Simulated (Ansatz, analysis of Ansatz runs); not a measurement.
# VPO4 (Cmcm): a line between two V sites for an added hole, part 2 of 3

Question: does an added hole stay on the V atom where it is started in VPO4 (Cmcm), and if so, how high is the barrier for a hop to another V site nearby? Model: a cell of 96 host atoms.

Ansatz 0.2.0; plane-wave PAW DFT, PBEsol+U; relaxation of all atoms of a supercell at fixed charge in a uniform background; PAW set soft_1.

So far. Step 2 (The cell without the carrier): The largest displacement from an ideal site is 0.003 Å.

**3. The hole on the first site**

The nearest neighbour or neighbours of the site start displaced and the site's starting moment is changed by the carrier's spin, since a carrier doesn't trap itself in the undistorted lattice.

The input, A.relax/input.yaml:

```yaml
crystal:
  lattice:
    - [-5.23155868, 7.80375834, 6.35985605]
    - [5.23155868, -7.80375834, 6.35985605]
    - [5.23155868, 7.80375834, -6.35985605]
  atoms:
    - { symbol: V, position: [0.000402, 0.250791, 0.7507], spin: 2.0 }
    - { symbol: V, position: [0.000377, 0.750785, 0.2507], spin: 2.0 }
    - { symbol: V, position: [0.250359, 0.000799, 0.750731], spin: 2.0 }
    - { symbol: V, position: [0.250374, 0.500846, 0.250745], spin: 2.0 }
[... 1 atom line left out ...]
    - { symbol: V, position: [0.500409, 0.750816, 0.750728], spin: 1.0 }
[... 1 atom line left out ...]
    - { symbol: V, position: [0.750368, 0.500689, 0.750557], spin: 2.0 }
    - { symbol: V, position: [0.000391, 0.250755, 0.250658], spin: 2.0 }
    - { symbol: V, position: [0.000373, 0.750732, 0.750655], spin: 2.0 }
[... 1 atom line left out ...]
    - { symbol: V, position: [0.250389, 0.500794, 0.750692], spin: 2.0 }
    - { symbol: V, position: [0.500352, 0.250768, 0.750661], spin: 2.0 }
[... 1 atom line left out ...]
    - { symbol: V, position: [0.750385, 0.000807, 0.750694], spin: 2.0 }
[... 3 atom lines left out ...]
    - { symbol: P, position: [0.300671, 0.37581, 0.42594] }
    - { symbol: P, position: [0.300604, 0.875749, 0.925954] }
[... 1 atom line left out ...]
    - { symbol: P, position: [0.55065, 0.625731, 0.925891] }
[... 2 atom lines left out ...]
    - { symbol: P, position: [0.200093, 0.125752, 0.575418] }
    - { symbol: P, position: [0.200108, 0.625757, 0.075431] }
[... 1 atom line left out ...]
    - { symbol: P, position: [0.450097, 0.875781, 0.575481] }
    - { symbol: P, position: [0.70011, 0.125768, 0.075431] }
    - { symbol: P, position: [0.700161, 0.625845, 0.575416] }
    - { symbol: P, position: [0.950146, 0.375702, 0.575343] }
[... 2 atom lines left out ...]
    - { symbol: O, position: [0.108843, 0.50326, 0.361688] }
    - { symbol: O, position: [0.358895, 0.253258, 0.361618] }
    - { symbol: O, position: [0.365691, 0.753116, 0.85635] }
[... 1 atom line left out ...]
    - { symbol: O, position: [0.60882, 0.503132, 0.861514] }
[... 3 atom lines left out ...]
    - { symbol: O, position: [0.14192, 0.503238, 0.894655] }
[... 2 atom lines left out ...]
    - { symbol: O, position: [0.635094, -0.008842, 0.887716] }
[... 3 atom lines left out ...]
    - { symbol: O, position: [0.141917, 0.24833, 0.639778] }
[... 4 atom lines left out ...]
    - { symbol: O, position: [0.635163, 0.748571, 0.645113] }
[... 3 atom lines left out ...]
    - { symbol: O, position: [0.10879, 0.748331, 0.606732] }
    - { symbol: O, position: [0.365644, 0.510468, 0.613668] }
    - { symbol: O, position: [0.358757, 0.998296, 0.10672] }
[... 1 atom line left out ...]
    - { symbol: O, position: [0.608874, 0.748292, 0.106656] }
[... 4 atom lines left out ...]
    - { symbol: O, position: [0.348456, 0.47652, 0.372967] }
    - { symbol: O, position: [0.348371, 0.976503, 0.87302] }
[... 1 atom line left out ...]
    - { symbol: O, position: [0.593368, 0.727711, 0.866585] }
[... 5 atom lines left out ...]
    - { symbol: O, position: [0.40741, 0.773787, 0.634773] }
    - { symbol: O, position: [0.652322, 0.025005, 0.128353] }
    - { symbol: O, position: [0.652369, 0.525082, 0.628339] }
    - { symbol: O, position: [0.902376, 0.274967, 0.628297] }
[... 1 atom line left out ...]
    - { symbol: O, position: [0.146984, 0.274997, 0.372903] }
    - { symbol: O, position: [0.146919, 0.774911, 0.872898] }
[... 1 atom line left out ...]
    - { symbol: O, position: [0.396962, 0.525018, 0.872945] }
[... 4 atom lines left out ...]
    - { symbol: O, position: [0.103833, 0.476436, 0.62829] }
[... 1 atom line left out ...]
    - { symbol: O, position: [0.353776, 0.226421, 0.628297] }
    - { symbol: O, position: [0.353798, 0.726441, 0.128378] }
[... 1 atom line left out ...]
    - { symbol: O, position: [0.603777, 0.97652, 0.628409] }
[... 1 atom line left out ...]
    - { symbol: O, position: [0.853849, 0.726585, 0.628398] }
total_charge: 1
basis:
  ecutwfc: 420
  xc_grid: 2
hamiltonian:
  xc: pbesol
  hubbard:
    sites: [{ species: V, l: d, u_eff: 4.0 }]
    projectors: ortho-atomic
  pseudopotentials: { kind: paw, azcp: { folder: soft_1 }, xc_functional: pbe }
kpoints:
  mp_grid: { grid: [1, 1, 1] }
magnetization:
  spin_polarized: true
  initial_magnetization: 31
  spin_locking: { lock_magnetization: hard }
scf:
  occupations: { method: fermi_dirac, width: 0.01 }
  max_iter: 120
  lower_state_search: "off"
output:
  forces: true
relax:
  f_tol: 0.015
  max_steps: 70
  escape_saddle: false
checkpoint:
  write: "../A.relax.run"
  compress: false
  write_wavefunctions: true
  write_every: 100000
```

On the command line:

```bash
$ ansatz run input.yaml --threads 8 --pin off --max-ram 18841MiB --backend cpu --events-out ev --progress --plain --runs-dir out
```

Numbers of over 12 decimals in the logs are rounded to 6 here.

What it wrote:

```text
[...]
Crystal: 96 atoms, lattice volume = 1038.585 Å³
Basis set: ecut = 420 eV, 20271 PW (Γ), exchange–correlation on 160×160×160 points (8 copies of the dense FFT grid, shifted against one another)
Bands: 447, of which v1, the nominal top of the filled ones, is band 336 counted from 1 (335 counted from 0)
Symmetry: 1 space group operations
[...]
k-points: 1
[...]
Starting moments: Σ|m| = 31 μB on 16 of 96 sites
[...]
SCF iter   1: F=—  HF=-93953.964142 eV  |F-HF|=—  |Δ(HF+E_count)|=         —  Δρ=8.96e-2 (↑8.96e-2 ↓5.46e-2)  dr2=2.91e2  dr2_m=1.00e1  M=31.000 μB ∫|m|=48.825 μB  β_m=0.30  ethr=3.10e-3  ⟨swp⟩=6.0  Hψ=3733  notcnv=0  defer=55
[...]
spin=Collinear: Kerker preconditioning applied to the charge; magnetization (m = ρ↑ − ρ↓) channel mixes plain (no charge-response kernel on spin).
SCF iter   2: F=—  HF=-93928.173527 eV  |F-HF|=—  |Δ(HF+E_count)|=    2.58e1  Δρ=4.84e-2 (↑4.84e-2 ↓3.73e-2)  dr2=8.58e1  dr2_m=3.97e0  M=31.000 μB ∫|m|=42.228 μB  β_m=0.38  ethr=3.10e-3  ⟨swp⟩=3.5  Hψ=1799  notcnv=0  defer=171
[...]
SCF iter  20: F=-93927.215708 eV  HF=-93927.215709 eV  |F-HF|=8.96e-7  |Δ(HF+E_count)|=   2.25e-5  Δρ=2.10e-5 (↑2.10e-5 ↓9.98e-6)  dr2=5.31e-6  dr2_m=8.58e-7  M=31.000 μB ∫|m|=33.840 μB  ethr=8.38e-10  ⟨swp⟩=4.5  Hψ=2568  notcnv=0
SCF 1 converged in 20 iterations: F = -93927.215708 eV  dr2 = 5.31e-6
[...]
relax step   1: F+E_penalty+E_count = -93927.21570832 eV  Δ(F+E_penalty+E_count) = +0.000e0 eV  max|allowed force component| = 1.288e0 eV/Å  Δτ_max = 0.0000 Å  (20 SCF iters, dr2 threshold 5.63e-6 eV, accepted)
[...]
relax step   2: F+E_penalty+E_count = -93927.45349126 eV  Δ(F+E_penalty+E_count) = -2.378e-1 eV  max|allowed force component| = 7.498e-1 eV/Å  Δτ_max = 0.0211 Å  (5 SCF iters, dr2 threshold 1.00e-4 eV, accepted)
relax step   3: F+E_penalty+E_count = -93927.51814493 eV  Δ(F+E_penalty+E_count) = -6.465e-2 eV  max|allowed force component| = 4.335e-1 eV/Å  Δτ_max = 0.0305 Å  (10 SCF iters, dr2 threshold 3.51e-5 eV, accepted)
relax step   4: F+E_penalty+E_count = -93927.56389842 eV  Δ(F+E_penalty+E_count) = -4.575e-2 eV  max|allowed force component| = 1.190e-1 eV/Å  Δτ_max = 0.0270 Å  (6 SCF iters, dr2 threshold 6.28e-5 eV, accepted)
relax step   5: F+E_penalty+E_count = -93927.56716609 eV  Δ(F+E_penalty+E_count) = -3.268e-3 eV  max|allowed force component| = 9.027e-2 eV/Å  Δτ_max = 0.0054 Å  (12 SCF iters, dr2 threshold 1.07e-6 eV, accepted)
relax step   6: F+E_penalty+E_count = -93927.56158056 eV  Δ(F+E_penalty+E_count) = +5.586e-3 eV  max|allowed force component| = 1.721e-1 eV/Å  Δτ_max = 0.0138 Å  (11 SCF iters, dr2 threshold 6.14e-7 eV, rejected (line search))
SCF iter   1: F=—  HF=-93927.566215 eV  |F-HF|=—  |Δ(HF+E_count)|=         —  Δρ=1.00e-3 (↑1.00e-3 ↓5.50e-4)  dr2=7.85e-3  dr2_m=2.33e-3  M=31.000 μB ∫|m|=33.902 μB  β_m=0.30  ethr=1.29e-5  ⟨swp⟩=6.0  Hψ=2245  notcnv=0  defer=176
[...]
SCF iter  17: F=-93927.568364 eV  HF=-93927.568364 eV  |F-HF|=8.00e-10  |Δ(HF+E_count)|=   5.80e-8  Δρ=1.65e-6 (↑1.65e-6 ↓9.16e-7)  dr2=3.38e-8  dr2_m=4.39e-9  M=31.000 μB ∫|m|=33.913 μB  ethr=1.49e-11  ⟨swp⟩=2.0  Hψ=2776  notcnv=0
SCF 7 converged in 17 iterations: F = -93927.568364 eV  dr2 = 3.38e-8
relax step   7: F+E_penalty+E_count = -93927.56836423 eV  Δ(F+E_penalty+E_count) = -1.198e-3 eV  max|allowed force component| = 1.334e-2 eV/Å  Δτ_max = 0.0056 Å  (17 SCF iters, accepted)
NSCF: frozen V_eff on 1 k-points
[...]
SCF converged after 17 iterations
Stability checked in part: among states of this total moment the steps that led to this state did not find it unstable. No probe was made; neither looks for a lower state of another moment (fixed_total_moment; see scf.lower_state_search)
Magnetization: 31.0000 μB (351.0000 up, 320.0000 down)
Absolute magnetization: 33.9529 μB (∫|ρ↑−ρ↓|, with the PAW one-centre terms)
[...]
Per-site moments (μB) at R_I (Å): [(1.532549, 0.798304), (1.530843, 0.797032), (1.525207, 0.794779), [... 93 left out ...]
Free energy (F): -93927.568364 eV
[...]
Internal energy: -93927.568364 eV  (E = F + TS)
E sigma→0 (E₀):  -93927.568364 eV
Fermi energy:    7.519328 (↑ 7.519328, ↓ 7.682906) eV
[...]
--- Forces (eV/Å), atoms counted from 1 ---
  atom   1  V      0.00010045     0.00008921    -0.00003519
  atom   2  V     -0.00006547    -0.00010715     0.00002085
  [... 3 atoms left out ...]
  atom   6  V     -0.00022480    -0.00026272     0.00017667
  [... 5 atoms left out ...]
  atom  12  V     -0.00020441     0.00513203    -0.00382953
  [... 6 atoms left out ...]
  atom  19  P      0.00119133     0.00050735    -0.00703013
  [... 2 atoms left out ...]
  atom  22  P     -0.00038473     0.00701938     0.00399242
  [... 13 atoms left out ...]
  atom  36  O      0.00815749    -0.00355824    -0.00148007
  [... 22 atoms left out ...]
  atom  59  O     -0.00802580    -0.00372887    -0.00160336
  [... 10 atoms left out ...]
  atom  70  O     -0.00005782    -0.01333725    -0.00994860
  [... 5 atoms left out ...]
  atom  76  O      0.00005806     0.01214049     0.01134970
  [... 7 atoms left out ...]
  atom  84  O      0.00017261    -0.00479487     0.00784841
  [... 4 atoms left out ...]
  atom  89  O      0.00018576    -0.00625377    -0.00317255
  [... 7 atoms left out ...]
  max |Σ_I F_I| component: 2.05e-5 eV/Å
--- Band table (eV) ---
[...]
Occupation matrices written to <dir>
--- Relaxed structure (7 steps of the walk, 6 accepted, 0 SCFs on fresh bases) ---
  F+E_penalty+E_count = -93927.56836423 eV   max|allowed force component| = 1.334e-2 eV/Å
  atoms:
    - { symbol: V, position: [0.000379, 0.250768, 0.750668] }
    - { symbol: V, position: [0.000380, 0.750768, 0.250671] }
    [... 3 atoms left out ...]
    - { symbol: V, position: [0.500382, 0.750772, 0.750679] }
    [... 5 atoms left out ...]
    - { symbol: V, position: [0.248744, 0.500171, 0.749639] }
    [... 6 atoms left out ...]
    - { symbol: P, position: [0.302015, 0.377796, 0.425165] }
    [... 2 atoms left out ...]
    - { symbol: P, position: [0.548479, 0.624044, 0.925490] }
    [... 13 atoms left out ...]
    - { symbol: O, position: [0.362252, 0.754778, 0.857494] }
    [... 22 atoms left out ...]
    - { symbol: O, position: [0.362250, 0.505821, 0.608535] }
    [... 10 atoms left out ...]
    - { symbol: O, position: [0.588436, 0.723182, 0.866314] }
    [... 5 atoms left out ...]
    - { symbol: O, position: [0.412325, 0.778354, 0.635040] }
    [... 7 atoms left out ...]
    - { symbol: O, position: [0.395528, 0.524319, 0.872254] }
    [... 4 atoms left out ...]
    - { symbol: O, position: [0.104374, 0.477340, 0.628074] }
    [... 7 atoms left out ...]
```

Elapsed: 2.6 min, on 8 threads of Arm Neoverse V1, shared host; peak memory 3 GiB; 20 min of CPU time.

The steps of the relaxation:

```csv
step,energy less that of the first step (eV),largest force component (eV/Å)
1,0.0000,1.2875
2,-0.2378,0.7498
3,-0.3024,0.4335
4,-0.3482,0.1190
5,-0.3515,0.0903
6,-0.3459,0.1721
7,-0.3527,0.0133
```

Relaxation step 6 was tried and not accepted.

The atoms that moved most (Å):

```csv
atom,dx,dy,dz,length
O76,0.000,0.005,0.059,0.059
O70,0.001,-0.005,-0.058,0.059
O59,-0.033,-0.030,-0.018,0.049
O54,-0.034,0.030,0.018,0.049
O36,0.033,-0.031,-0.019,0.049
O45,0.033,0.031,0.018,0.048
O38,0.007,-0.027,0.025,0.037
O62,-0.006,-0.027,0.025,0.037
```

The moves above count from the input, in which the site's nearest neighbours were already displaced; the distances below compare with the cell without the carrier.

Distances from V6 without and with the hole:

```csv
atom,without (Å),with (Å)
O76,1.93,1.84
O70,1.93,1.84
O45,2.09,2.03
O36,2.09,2.03
O59,2.09,2.03
O54,2.09,2.03
```

The largest changes of the moments are -0.63 μB on V6, -0.03 μB on O70 and -0.03 μB on O76. The largest part sits on the chosen site.

**4. The hole on the second site**

The same start is made on the second site, to get the end of the hop.

The input, B.relax/input.yaml:

```yaml
crystal:
  lattice:
    - [-5.23155868, 7.80375834, 6.35985605]
    - [5.23155868, -7.80375834, 6.35985605]
    - [5.23155868, 7.80375834, -6.35985605]
  atoms:
    - { symbol: V, position: [0.000402, 0.250791, 0.7507], spin: 2.0 }
    - { symbol: V, position: [0.000377, 0.750785, 0.2507], spin: 2.0 }
[... 3 atom lines left out ...]
    - { symbol: V, position: [0.500409, 0.750816, 0.750728], spin: 2.0 }
[... 5 atom lines left out ...]
    - { symbol: V, position: [0.250389, 0.500794, 0.750692], spin: 1.0 }
[... 23 atom lines left out ...]
    - { symbol: O, position: [0.353741, 0.741166, 0.85635] }
[... 22 atom lines left out ...]
    - { symbol: O, position: [0.353694, 0.498518, 0.613668] }
[... 10 atom lines left out ...]
    - { symbol: O, position: [0.598454, 0.726453, 0.872929] }
[... 13 atom lines left out ...]
    - { symbol: O, position: [0.389361, 0.52376, 0.866602] }
[... 11 atom lines left out ...]
    - { symbol: O, position: [0.853849, 0.726585, 0.628398] }
total_charge: 1
basis:
  ecutwfc: 420
  xc_grid: 2
hamiltonian:
  xc: pbesol
  hubbard:
    sites: [{ species: V, l: d, u_eff: 4.0 }]
    projectors: ortho-atomic
  pseudopotentials: { kind: paw, azcp: { folder: soft_1 }, xc_functional: pbe }
kpoints:
  mp_grid: { grid: [1, 1, 1] }
magnetization:
  spin_polarized: true
  initial_magnetization: 31
  spin_locking: { lock_magnetization: hard }
scf:
  occupations: { method: fermi_dirac, width: 0.01 }
  max_iter: 120
  lower_state_search: "off"
output:
  forces: true
relax:
  f_tol: 0.015
  max_steps: 70
  escape_saddle: false
checkpoint:
  write: "../B.relax.run"
  compress: false
  write_wavefunctions: true
  write_every: 100000
```

What it wrote:

```text
[...]
Crystal: 96 atoms, lattice volume = 1038.585 Å³
Basis set: ecut = 420 eV, 20271 PW (Γ), exchange–correlation on 160×160×160 points (8 copies of the dense FFT grid, shifted against one another)
Bands: 447, of which v1, the nominal top of the filled ones, is band 336 counted from 1 (335 counted from 0)
Symmetry: 1 space group operations
[...]
k-points: 1
[...]
Starting moments: Σ|m| = 31 μB on 16 of 96 sites
[...]
SCF iter   1: F=—  HF=-93953.964480 eV  |F-HF|=—  |Δ(HF+E_count)|=         —  Δρ=8.96e-2 (↑8.96e-2 ↓5.46e-2)  dr2=2.91e2  dr2_m=1.00e1  M=31.000 μB ∫|m|=48.825 μB  β_m=0.30  ethr=3.10e-3  ⟨swp⟩=6.0  Hψ=3733  notcnv=0  defer=56
[...]
F+E_penalty+E_count = -93927.56836106 eV   max|allowed force component| = 1.424e-2 eV/Å
  atoms:
    - { symbol: V, position: [0.000794, 0.250155, 0.751697] }
    - { symbol: V, position: [0.000546, 0.750819, 0.250785] }
[...]
- { symbol: V, position: [0.499964, 0.751383, 0.749645] }
[...]
- { symbol: V, position: [0.250378, 0.500770, 0.750673] }
[...]
- { symbol: P, position: [0.297846, 0.373629, 0.425157] }
[...]
- { symbol: P, position: [0.551923, 0.627487, 0.925489] }
[...]
- { symbol: O, position: [0.353186, 0.745718, 0.857488] }
[...]
- { symbol: O, position: [0.353189, 0.496761, 0.608525] }
[...]
- { symbol: O, position: [0.598419, 0.727209, 0.872263] }
    [... 5 atoms left out ...]
    - { symbol: O, position: [0.401241, 0.774211, 0.628103] }
    [... 7 atoms left out ...]
    - { symbol: O, position: [0.393606, 0.528345, 0.866313] }
    [... 4 atoms left out ...]
    - { symbol: O, position: [0.107151, 0.473179, 0.635016] }
    [... 7 atoms left out ...]
[key lines of the parts left out:]
SCF converged after 17 iterations
Magnetization: 31.0000 μB (351.0000 up, 320.0000 down)
Free energy (F): -93927.568361 eV
Fermi energy:    7.518976 (↑ 7.518976, ↓ 7.682785) eV
```

Run time: 2.7 min. Hardware: 8 threads; peak memory 3 GiB; 21 min of CPU time.

Distances from V12 without and with the hole:

```csv
atom,without (Å),with (Å)
O89,1.93,1.84
O84,1.93,1.84
O36,2.09,2.03
O42,2.09,2.03
O49,2.09,2.03
O59,2.09,2.03
```

The largest changes of the moments are -0.63 μB on V12, -0.03 μB on O84 and -0.03 μB on O89. The largest part sits on the chosen site.

(Part 2 of 3 ends here.)

[Logs are printed without paths, hosts, clocks, repeated set-up lines and the standing remarks that a program may print on its own settings, such as how far it seeks lower states.]

[Hosts, paths, dates, database ids (printed as entryN), source tags and the programs' standing remarks are cut or masked in the printed files.]
